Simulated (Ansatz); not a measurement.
Rows from a G0W0 calculation on Rb2CdSe2O6 (R-3m) (Ansatz 0.2.0; G0W0 on PBE, plane waves, PAW; PAW set soft_1; 4×4×4 mesh, 783 empty bands, screening to 150 eV, PAW set soft_1 files), in eV. Spin-orbit coupling is left out.

```
row                        k  band   start       Σx  Σc at the solution      Vxc
  A                        Γ    c2  10.313  -10.968              -3.357  -15.399
  B                        Γ    v1   5.468  -26.342               4.706  -20.632
  C  (0.250, -0.500, -0.250)    c2  10.816  -11.192              -3.551  -15.871
  D                        Γ    c1   9.495  -10.018              -4.048  -14.927
  E  (0.250, -0.500, -0.250)    v1   5.613  -24.469               3.457  -19.954
  F  (0.250, -0.500, -0.250)    c1  10.037  -12.123              -3.175  -16.355
```

Q: Work out each quasiparticle level and how far it moved.

The quasiparticle equation reads E = start + Σx + Σc(E) − Vxc.

```
row  E (eV)  shift (eV)
  A  11.388      +1.075
  B   4.463      −1.004
  C  11.944      +1.128
  D  10.356      +0.861
  E   4.555      −1.058
  F  11.094      +1.057
```

The gap over the computed points goes from 3.88 eV to 5.80 eV.

Limits: not at the basis limit; d shell near the gap, gap tends to lie low; no spin-orbit coupling.

[Paths, hosts, dates, memory and timing lines, banners, echoed tables and standing remarks are left out of the program output.]

[Logs are printed without paths, hosts, clocks, repeated set-up lines and the standing remarks that a program may print on its own settings, such as how far it seeks lower states.]

[Runs of the session that timed out or met a known fault of the program may be left out.]

[Cells called generated may have been cut or substituted from an entry of the Crystallography Open Database or the Materials Project.]

[Hosts, paths, dates, database ids (printed as entryN), source tags and the programs' standing remarks are cut or masked in the printed files.]
